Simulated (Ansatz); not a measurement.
An input for Ansatz 0.2.0 (Rb2ScCuF6 (Fm-3m)):

```yaml
crystal:
  lattice:
    - [0.0, 4.3327955954, 4.3327955954]
    - [4.3327955954, 0.0, 4.3327955954]
    - [4.3327955954, 4.3327955954, 0.0]
  atoms:
    - { symbol: Rb, position: [0.75, 0.75, 0.75] }
    - { symbol: Rb, position: [0.25, 0.25, 0.25] }
    - { symbol: Sc, position: [0.0, 0.0, 0.0] }
    - { symbol: Cu, position: [0.5, 0.5, 0.5] }
    - { symbol: F, position: [0.76413725, 0.23586275, 0.23586275] }
    - { symbol: F, position: [0.23586275, 0.23586275, 0.76413725] }
    - { symbol: F, position: [0.23586275, 0.76413725, 0.76413725] }
    - { symbol: F, position: [0.23586275, 0.76413725, 0.23586275] }
    - { symbol: F, position: [0.76413725, 0.23586275, 0.76413725] }
    - { symbol: F, position: [0.76413725, 0.76413725, 0.23586275] }
kpoints:
  mp_grid: { grid: [6, 6, 6] }
hamiltonian:
  xc: pbe
  pseudopotentials: { kind: paw, azcp: { folder: soft_1 } }
scf:
  occupations: { method: fixed }
  n_extra_bands: 111
output:
  optics: { e_range: [0, 25], de: 0.1, sigma: 0.2 }
```

```sh
ansatz run input.yaml --threads 2 --pin off --max-ram 92160MiB --backend cuda --events-out ev --progress --plain --runs-dir out --devices 1 --max-vram 13GiB
```

**Question.** How long will it take on 1 × NVIDIA H100 80GB HBM3 (shared by 6 runs) with 2 threads of AMD EPYC 7R13 (Zen 3), shared host, and how much memory?

It took 25 s; on shared hardware allow 12 s to 49 s. Peak host memory was 2.0 GiB.

[Paths, hosts, dates, memory and timing lines, banners, echoed tables and standing remarks are left out of the program output.]

[Logs are printed without paths, hosts, clocks, repeated set-up lines and the standing remarks that a program may print on its own settings, such as how far it seeks lower states.]

[Runs of the session that timed out or met a known fault of the program may be left out.]

[Cells called generated may have been cut or substituted from an entry of the Crystallography Open Database or the Materials Project.]

[Hosts, paths, dates, database ids (printed as entryN), source tags and the programs' standing remarks are cut or masked in the printed files.]
